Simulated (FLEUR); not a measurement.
# Fixed-spin-moment curve of MnHg with FLEUR

Wanted: E(M) for MnHg, with its minima.

Program: FLEUR MaX-R8.1. Level of theory: PBEsol; all-electron FLAPW, Dirac cores, scalar-relativistic bands. Results are calculated unless marked as measured.

## Step 1: The structure

The structure is cubic, space group Pm-3m (No. 221). The conventional cell has a = 3.315 Å, b = 3.315 Å, c = 3.315 Å, α = 90.00°, β = 90.00°, γ = 90.00°. Mn has 8 Hg at 2.87 Å nearest. Hg has 8 Mn at 2.87 Å nearest. Farther neighbours are not listed.

Structure file:

```cif
data_structure
_symmetry_space_group_name_H-M 'Pm-3m'
_symmetry_Int_Tables_number 221
_cell_length_a 3.3150
_cell_length_b 3.3150
_cell_length_c 3.3150
_cell_angle_alpha 90.000
_cell_angle_beta 90.000
_cell_angle_gamma 90.000
_cell_volume 36.43
loop_
_atom_site_label
_atom_site_type_symbol
_atom_site_symmetry_multiplicity
_atom_site_Wyckoff_symbol
_atom_site_fract_x
_atom_site_fract_y
_atom_site_fract_z
_atom_site_occupancy
Mn1 Mn 1 b 0.50000 0.50000 0.50000 1
Hg1 Hg 1 a 0.00000 0.00000 0.00000 1
```

The step “fixed moment 4.398” was refused by the program and is left out.

## Step 2: Unconstrained state

The free run tells which range of moments is worth scanning.

inpgen writes inp.xml from crystal.txt; cutoffs, mixing, functional, smearing and local orbitals are then set in the file. The k list default-1 (kpts.xml, not shown) is a Γ-centred 8×8×8 mesh; where the ranks do not divide the number of points, some are split in two of half the weight.

File inp.xml:

```
<?xml version="1.0" encoding="UTF-8" standalone="no"?>
<fleurInput fleurInputVersion="0.39">
   <comment>
      MnHg
   </comment>
   <calculationSetup>
      <cutoffs Kmax="3.6" Gmax="10.8" GmaxXC="10.8" numbands="0"/>
      <scfLoop itmax="90" minDistance="0.00002" maxIterBroyd="15" imix="Anderson" alpha="0.05" precondParam="0.0" spinf="2.0" sdNocoIR="T"/>
      <coreElectrons ctail="T" frcor="F" kcrel="0" coretail_lmax="0"/>
      <xcFunctional name="PBEs" relativisticCorrections="F"/>
      <magnetism jspins="2"/>
      <soc l_soc="F" theta="0.0" phi="0.0" spav="F"/>
      <expertModes spex="0" secvar="F"/>
      <geometryOptimization l_f="F" forcealpha="1.0" forcemix="BFGS" epsdisp="0.00001" epsforce="0.00001"/>
      <ldaU l_linMix="F" mixParam="0.05" spinf="1.0"/>
   </calculationSetup>
   <cell>
      <bzIntegration valenceElectrons="33.0" mode="hist" fermiSmearingEnergy="0.00110248">
         <kPointListSelection listName="default-1"/>
         <xi:include xmlns:xi="http://www.w3.org/2001/XInclude" href="kpts.xml"> </xi:include>
      </bzIntegration>
      <xi:include xmlns:xi="http://www.w3.org/2001/XInclude" href="sym.xml"> </xi:include>
      <bulkLattice scale="1.0">
         <bravaisMatrix>
            <row-1>    6.2644421030489994     0.0000000000000000     0.0000000000000000</row-1>
            <row-2>    0.0000000000000000     6.2644421030489994     0.0000000000000000</row-2>
            <row-3>    0.0000000000000000     0.0000000000000000     6.2644421030489994</row-3>
         </bravaisMatrix>
      </bulkLattice>
   </cell>
   <atomSpecies>
      <species name="Manganese 3.501" element="Mn" atomicNumber="25">
         <mtSphere radius="2.64" gridPoints="873" logIncrement="0.014"/>
         <atomicCutoffs lmax="10" lnonsphr="8"/>
         <electronConfig flipSpins="F">
            <coreConfig>(1s1/2) (2s1/2) (2p1/2) (2p3/2)</coreConfig>
            <valenceConfig>(3s1/2) (3p1/2) (3p3/2) (4s1/2) (3d3/2) (3d5/2)</valenceConfig>
            <stateOccupation state="(3d3/2)" spinUp="1.2505" spinDown="0.7495"/>
            <stateOccupation state="(3d5/2)" spinUp="3.0" spinDown="0.0"/>
         </electronConfig>
         <energyParameters s="4" p="4" d="3" f="4"/>
         <lo type="SCLO" l="0" n="3" eDeriv="0"/>
         <lo type="SCLO" l="1" n="3" eDeriv="0"/>
      </species>
      <species name="Mercury (Hg)" element="Hg" atomicNumber="80">
         <mtSphere radius="2.64" gridPoints="873" logIncrement="0.015"/>
         <atomicCutoffs lmax="10" lnonsphr="8"/>
         <electronConfig flipSpins="F">
            <coreConfig>(1s1/2) (2s1/2) (2p1/2) (2p3/2) (3s1/2) (3p1/2) (3p3/2) (4s1/2) (3d3/2) (3d5/2) (4p1/2) (4p3/2) (5s1/2) (4d3/2) (4d5/2) (4f5/2) (4f7/2)</coreConfig>
            <valenceConfig>(5p1/2) (5p3/2) (6s1/2) (5d3/2) (5d5/2)</valenceConfig>
         </electronConfig>
         <energyParameters s="6" p="6" d="5" f="5"/>
         <lo type="SCLO" l="1" n="5" eDeriv="0"/>
      </species>
   </atomSpecies>
   <atomGroups>
      <atomGroup species="Manganese 3.501">
         <relPos label="                   1">1.000/2.000 1.000/2.000 1.000/2.000</relPos>
         <force calculate="T" relaxXYZ="TTT"/>
      </atomGroup>
      <atomGroup species="Mercury (Hg)">
         <relPos label="                   2">.0000000000 .0000000000 .0000000000</relPos>
         <force calculate="T" relaxXYZ="TTT"/>
      </atomGroup>
   </atomGroups>
   <output dos="F" band="F" slice="F">
      <bandDOS minEnergy="-.5*Htr" maxEnergy="0.5*Htr" sigma="0.015" storeEVData="T"/>
      <plotting iplot="0" polar="F">
         <plot TwoD="T" vec1="  1.0  0.0  0.0" vec2="  0.0  1.0  0.0" vec3="  0.0  0.0  1.0" zero="  0.0  0.0  0.0" file="plot"/>
      </plotting>
      <moessbauerParams electricFieldGradient="F" isomerShift="F" coreHyperfine="F" valenceHyperfine="F"/>
   </output>
</fleurInput>
```

File crystal.txt:

```
MnHg
&input film=F cartesian=F /
3.31500000000  0.00000000000  0.00000000000
0.00000000000  3.31500000000  0.00000000000
0.00000000000  0.00000000000  3.31500000000
1.8897261246
1.0 1.0 1.0

2
25 0.50000000000  0.50000000000  0.50000000000 : 3.501
80 0.00000000000  0.00000000000  0.00000000000

&kpt div1=8 div2=8 div3=8 gamma=T /
```

On the command line:

```bash
> OMP_NUM_THREADS=1 inpgen -f crystal.txt > inpgen.log  # inp.xml is then edited as shown
> OMP_NUM_THREADS=1 mpirun -n 4 fleur_MPI > fleur.log
```

What it wrote:

```text
Welcome to FLEUR        (www.flapw.de)
      MaX-Release 8.1          (www.max-centre.eu)

 ========== k-point set info ==========
 Selected k-point list: default-1
 k-point list type: mesh
 0 x 0 x 0
 Number of k points: 36

 ------------Calculation Setup---------------------------
 Number of MPI-tasks      :            4
 Number of PE/node        :            4
 Number of OMP-threads    :            1
 k-points in parallel     :            4
 pe's per k-point         :            1
 No of k-point loops      :            9
 Eigenvalue solver        :       lapack
 Number of basis functions:          220
 Approximate size of matrices (H+S) per k-point:         0.001 GB
 --------------------------------------------------------
 Iteration:     1   Distance:      17.62009319 me/bohr^3
 Iteration:     2   Distance:      13.58842431 me/bohr^3
 Iteration:     3   Distance:       8.09668121 me/bohr^3
 Iteration:     4   Distance:       5.21520760 me/bohr^3
 Iteration:     5   Distance:       4.21191769 me/bohr^3
 Iteration:     6   Distance:       4.17770079 me/bohr^3
 Iteration:     7   Distance:       2.56973640 me/bohr^3
 Iteration:     8   Distance:       2.17555944 me/bohr^3
 Iteration:     9   Distance:       1.17022562 me/bohr^3
 Iteration:    10   Distance:       1.50225140 me/bohr^3
 Iteration:    11   Distance:       0.07593822 me/bohr^3
 Iteration:    12   Distance:       0.06753523 me/bohr^3
 Iteration:    13   Distance:       0.02203359 me/bohr^3
 Iteration:    14   Distance:       0.02540838 me/bohr^3
 Iteration:    15   Distance:       0.00896308 me/bohr^3
 Iteration:    16   Distance:       0.00872535 me/bohr^3
 Iteration:    17   Distance:       0.00742722 me/bohr^3
 Iteration:    18   Distance:       0.00050106 me/bohr^3
 Iteration:    19   Distance:       0.00014312 me/bohr^3
 Iteration:    20   Distance:       0.00015142 me/bohr^3
 Iteration:    21   Distance:       0.00006355 me/bohr^3
 Iteration:    22   Distance:       0.00003498 me/bohr^3
 Iteration:    23   Distance:       0.00000956 me/bohr^3

 ********************************************************************
 Run finished successfully
 Stop message:
   all done
 ********************************************************************

--- out.xml (last complete iteration) ---
<iteration numberForCurrentRun="   23" overallNumber="   23">
         [... left out ...]
         <bandgap value="0.0390821051" units="eV"/>
         <sumValenceSingleParticleEnergies value="-23.9057905415" units="Htr"/>
         <FermiEnergy value="0.3133576696" units="Htr"/>
         <valenceDensity>
            <mtCharges spin="1">
               <mtCharge atomType="1" total="9.0036769" s="1.2171926" p="3.2038999" d="4.5639769" f="0.0134617"/>
               <mtCharge atomType="2" total="8.3347159" s="0.3977129" p="3.2395247" d="4.6787118" f="0.0146216"/>
            </mtCharges>
            <mtCharges spin="2">
               <mtCharge atomType="1" total="5.0734400" s="1.1805106" p="3.1903099" d="0.6844547" f="0.0131806"/>
               <mtCharge atomType="2" total="8.3789485" s="0.4409566" p="3.2983299" d="4.6324159" f="0.0057637"/>
            </mtCharges>
            <spinDependentCharge spin="1" total="18.4546942" interstitial="1.1163014" mtSpheres="17.3383928"/>
            <spinDependentCharge spin="2" total="14.5453058" interstitial="1.0929173" mtSpheres="13.4523885"/>
            <totalCharge value="33.0000000000"/>
         </valenceDensity>
         [... left out ...]
         <allElectronCharges>
            <spinDependentCharge spin="1" total="54.4546942" interstitial="1.1163831" mtSpheres="53.3383110"/>
            <spinDependentCharge spin="2" total="50.5453058" interstitial="1.0929997" mtSpheres="49.4523062"/>
            <totalCharge value="104.9999999940"/>
         </allElectronCharges>
         <magneticMomentsInMTSpheres units="muBohr">
            <globalMagMoment atomType="1" vec="0.00000   0.00000   3.93024"/>
            <localMagMoment atomType="1" vec="0.00000   0.00000   3.93024"/>
            <globalMagMoment atomType="2" vec="0.00000   0.00000  -0.04423"/>
            <localMagMoment atomType="2" vec="0.00000   0.00000  -0.04423"/>
         </magneticMomentsInMTSpheres>
         <moessbauerParams unitsHFF="kG" unitsIS="e/bohr^3" unitsEFG="Htr/bohr^2">
         </moessbauerParams>
         <totalEnergy value="   -20813.9578867358" units="Htr">
            <sumOfEigenvalues value="   -12781.5021864337">
               <coreElectrons value="-12757.5963958922"/>
               <valenceElectrons value="-23.9057905415"/>
            </sumOfEigenvalues>
            <densityCoulombPotentialIntegral value="-36081.9543720416"/>
            <densityEffectivePotentialIntegral value="-36634.1739540777"/>
            <chargeDenXCDenIntegral value="-419.5011865772"/>
            <FockExchangeEnergyValence value="0.0000000000"/>
            <FockExchangeEnergyCore value="0.0000000000"/>
            <atomTypeDependentContributions atomType="1">
               <electronNucleiInteractionDifferentMTs value="1381.2170216462"/>
               <MadelungTerm value="-8.4378961506"/>
            </atomTypeDependentContributions>
            <atomTypeDependentContributions atomType="2">
               <electronNucleiInteractionDifferentMTs value="24784.3470078140"/>
               <MadelungTerm value="-32.1493561710"/>
            </atomTypeDependentContributions>
            <tkbTimesEntropy value="0.0001693750"/>
            <freeEnergy value="-20813.9580561108"/>
            <extrapolationTo0K value="-20813.9579714233"/>
         </totalEnergy>
         <densityConvergence units="me/bohr^3">
            <chargeDensity spin="1" distance="0.0000046079"/>
            <chargeDensity spin="2" distance="0.0000056484"/>
            <overallChargeDensity distance="0.0000038489"/>
            <spinDensity distance="0.0000095636"/>
         </densityConvergence>
      </iteration>
```

The job ended after 16 s (4 MPI ranks of Arm Neoverse V2, shared host; peak memory 0.23 GiB; 62 s of CPU time).

Numbers from this step:

- free energy: -566376.6520 eV
- program's band gap on this mesh (in a metal only a level spacing): 0.03908 eV
- magnetization: 3.909 μB
- final state: ferromagnetic
- largest moment: 3.930 μB

After 23 cycles the largest moment stands at 3.93 μB.

## Step 3: No spin polarisation

Changes to inp.xml since step 2:

```diff
@@ -10,3 +10,3 @@
       <xcFunctional name="PBEs" relativisticCorrections="F"/>
-      <magnetism jspins="2"/>
+      <magnetism jspins="1"/>
       <soc l_soc="F" theta="0.0" phi="0.0" spav="F"/>
@@ -31,3 +31,3 @@
    <atomSpecies>
-      <species name="Manganese 3.501" element="Mn" atomicNumber="25">
+      <species name="Manganese (Mn)" element="Mn" atomicNumber="25">
          <mtSphere radius="2.64" gridPoints="873" logIncrement="0.014"/>
@@ -37,4 +37,4 @@
             <valenceConfig>(3s1/2) (3p1/2) (3p3/2) (4s1/2) (3d3/2) (3d5/2)</valenceConfig>
-            <stateOccupation state="(3d3/2)" spinUp="1.2505" spinDown="0.7495"/>
-            <stateOccupation state="(3d5/2)" spinUp="3.0" spinDown="0.0"/>
+            <stateOccupation state="(3d3/2)" spinUp="1.000000" spinDown="1.000000"/>
+            <stateOccupation state="(3d5/2)" spinUp="1.500000" spinDown="1.500000"/>
          </electronConfig>
@@ -56,3 +56,3 @@
    <atomGroups>
-      <atomGroup species="Manganese 3.501">
+      <atomGroup species="Manganese (Mn)">
          <relPos label="                   1">1.000/2.000 1.000/2.000 1.000/2.000</relPos>
```

Changes to crystal.txt since step 2:

```diff
@@ -9,3 +9,3 @@
 2
-25 0.50000000000  0.50000000000  0.50000000000 : 3.501
+25 0.50000000000  0.50000000000  0.50000000000
 80 0.00000000000  0.00000000000  0.00000000000
```

What it wrote:

```text
[banner, memory and clock lines left out]
Welcome to FLEUR        (www.flapw.de)
      MaX-Release 8.1          (www.max-centre.eu)

 ========== k-point set info ==========
 Selected k-point list: default-1
 k-point list type: mesh
 0 x 0 x 0
 Number of k points: 36

 [... set-up left out ...]
 Iteration:     1   Distance:      23.56266517 me/bohr^3
 Iteration:     2   Distance:      15.39328810 me/bohr^3
 Iteration:     3   Distance:      10.05942091 me/bohr^3
 Iteration:     4   Distance:       8.96523212 me/bohr^3
 Iteration:     5   Distance:      13.18842582 me/bohr^3
 Iteration:     6   Distance:      10.15724353 me/bohr^3
 Iteration:     7   Distance:       4.01306114 me/bohr^3
 Iteration:     8   Distance:       3.29518987 me/bohr^3
[... lines left out ...]
 Iteration:    15   Distance:       0.00039329 me/bohr^3
 Iteration:    16   Distance:       0.00028852 me/bohr^3
 Iteration:    17   Distance:       0.00011892 me/bohr^3
 Iteration:    18   Distance:       0.00005884 me/bohr^3
 Iteration:    19   Distance:       0.00002053 me/bohr^3
 Iteration:    20   Distance:       0.00000630 me/bohr^3

 ********************************************************************
 Run finished successfully
 Stop message:
   all done
 ********************************************************************

--- out.xml (last complete iteration) ---
<iteration numberForCurrentRun="   20" overallNumber="   20">
         [... left out ...]
         <bandgap value="0.0649314662" units="eV"/>
         <sumValenceSingleParticleEnergies value="-24.0159238047" units="Htr"/>
         <FermiEnergy value="0.2852990954" units="Htr"/>
         [... left out ...]
         <totalEnergy value="   -20813.9052915119" units="Htr">
            <sumOfEigenvalues value="   -12782.5432966921">
               <coreElectrons value="-12758.5273728874"/>
               <valenceElectrons value="-24.0159238047"/>
            </sumOfEigenvalues>
         [... left out ...]
            <freeEnergy value="-20813.9057833314"/>
            <extrapolationTo0K value="-20813.9055374217"/>
         </totalEnergy>
         <densityConvergence units="me/bohr^3">
            <chargeDensity spin="1" distance="0.0000062998"/>
         </densityConvergence>
      </iteration>
```

Run time: 9 s. Hardware: 4 MPI ranks; peak memory 0.2 GiB.

This step gave:

```
free energy                                                       : -566375.2296 eV
program's band gap on this mesh (in a metal only a level spacing) : 0.06493 eV
final state                                                       : non-magnetic (no spin polarisation)
```

Its energy lies +1422.4 meV a cell from the free run's.

## Step 4: Moment fixed at 3.518 μB

Two Fermi energies hold the total moment; the run starts from the free run's density.

Changes to inp.xml since step 3:

```diff
@@ -10,3 +10,3 @@
       <xcFunctional name="PBEs" relativisticCorrections="F"/>
-      <magnetism jspins="1"/>
+      <magnetism jspins="2" fixed_moment="3.518"/>
       <soc l_soc="F" theta="0.0" phi="0.0" spav="F"/>
@@ -31,3 +31,3 @@
    <atomSpecies>
-      <species name="Manganese (Mn)" element="Mn" atomicNumber="25">
+      <species name="Manganese 3.501" element="Mn" atomicNumber="25">
          <mtSphere radius="2.64" gridPoints="873" logIncrement="0.014"/>
@@ -37,4 +37,4 @@
             <valenceConfig>(3s1/2) (3p1/2) (3p3/2) (4s1/2) (3d3/2) (3d5/2)</valenceConfig>
-            <stateOccupation state="(3d3/2)" spinUp="1.000000" spinDown="1.000000"/>
-            <stateOccupation state="(3d5/2)" spinUp="1.500000" spinDown="1.500000"/>
+            <stateOccupation state="(3d3/2)" spinUp="1.2505" spinDown="0.7495"/>
+            <stateOccupation state="(3d5/2)" spinUp="3.0" spinDown="0.0"/>
          </electronConfig>
@@ -56,3 +56,3 @@
    <atomGroups>
-      <atomGroup species="Manganese (Mn)">
+      <atomGroup species="Manganese 3.501">
          <relPos label="                   1">1.000/2.000 1.000/2.000 1.000/2.000</relPos>
```

On the command line:

```bash
> OMP_NUM_THREADS=1 mpirun -n 4 fleur_MPI > fleur.log
```

What it wrote:

```text
[banner, memory and clock lines left out]
Welcome to FLEUR        (www.flapw.de)
      MaX-Release 8.1          (www.max-centre.eu)

 ========== k-point set info ==========
 Selected k-point list: default-1
 k-point list type: mesh
 0 x 0 x 0
 Number of k points: 36

 [... set-up left out ...]
 Iteration:     1   Distance:       4.00975052 me/bohr^3
 Iteration:     2   Distance:       3.85872427 me/bohr^3
 Iteration:     3   Distance:       2.27064650 me/bohr^3
 Iteration:     4   Distance:       0.25360554 me/bohr^3
 Iteration:     5   Distance:       0.22881560 me/bohr^3
 Iteration:     6   Distance:       0.12016373 me/bohr^3
 Iteration:     7   Distance:       0.08135871 me/bohr^3
 Iteration:     8   Distance:       0.05763948 me/bohr^3
[... lines left out ...]
 Iteration:    13   Distance:       0.00114990 me/bohr^3
 Iteration:    14   Distance:       0.00016393 me/bohr^3
 Iteration:    15   Distance:       0.00010024 me/bohr^3
 Iteration:    16   Distance:       0.00009687 me/bohr^3
 Iteration:    17   Distance:       0.00005318 me/bohr^3
 Iteration:    18   Distance:       0.00000739 me/bohr^3

 ********************************************************************
 Run finished successfully
 Stop message:
   all done
 ********************************************************************

--- out.xml (last complete iteration) ---
<iteration numberForCurrentRun="   18" overallNumber="   41">
         [... left out ...]
         <bandgap value="0.0533282031" units="eV"/>
         <sumValenceSingleParticleEnergies value="-11.8708559163" units="Htr"/>
         <bandgap value="0.0138019095" units="eV"/>
         <sumValenceSingleParticleEnergies value="-23.8982663080" units="Htr"/>
         <FermiEnergy value="0.3152825714" units="Htr"/>
         <FixedTotalMoment fermiEnergyUp="0.2993392748" fermiEnergyDown="0.3152825714" units="Htr"/>
         [... left out ...]
         <magneticMomentsInMTSpheres units="muBohr">
            <globalMagMoment atomType="1" vec="0.00000   0.00000   3.65051"/>
            <globalMagMoment atomType="2" vec="0.00000   0.00000  -0.09320"/>
         </magneticMomentsInMTSpheres>
         [... left out ...]
         <totalEnergy value="   -20813.9557582324" units="Htr">
            <sumOfEigenvalues value="   -12781.6614469367">
               <coreElectrons value="-12757.7631806287"/>
               <valenceElectrons value="-23.8982663080"/>
            </sumOfEigenvalues>
         [... left out ...]
            <freeEnergy value="-20813.9560233551"/>
            <extrapolationTo0K value="-20813.9558907938"/>
         </totalEnergy>
         <densityConvergence units="me/bohr^3">
            <chargeDensity spin="1" distance="0.0000045108"/>
            <chargeDensity spin="2" distance="0.0000056083"/>
            <overallChargeDensity distance="0.0000069984"/>
            <spinDensity distance="0.0000073907"/>
         </densityConvergence>
      </iteration>
```

Elapsed: 12 s, on 4 MPI ranks; peak memory 0.23 GiB.

Numbers from this step:

| Item | Value |
| --- | --- |
| magnetization | 3.518 μB |

Its energy lies +55.3 meV a cell from the free run's.

[end of part 1 of 2]

[Logs and program files are shortened in this print: banners, set-up blocks, solver, clock and traceback lines can be left out without a mark of their own.]

[Logs are printed without paths, hosts, clocks, repeated set-up lines and the standing remarks that a program may print on its own settings, such as how far it seeks lower states.]

[Hosts, paths, dates, database ids (printed as entryN), source tags and the programs' standing remarks are cut or masked in the printed files.]

[Where a cell is said to come from a database of computed structures, the database is the Materials Project.]
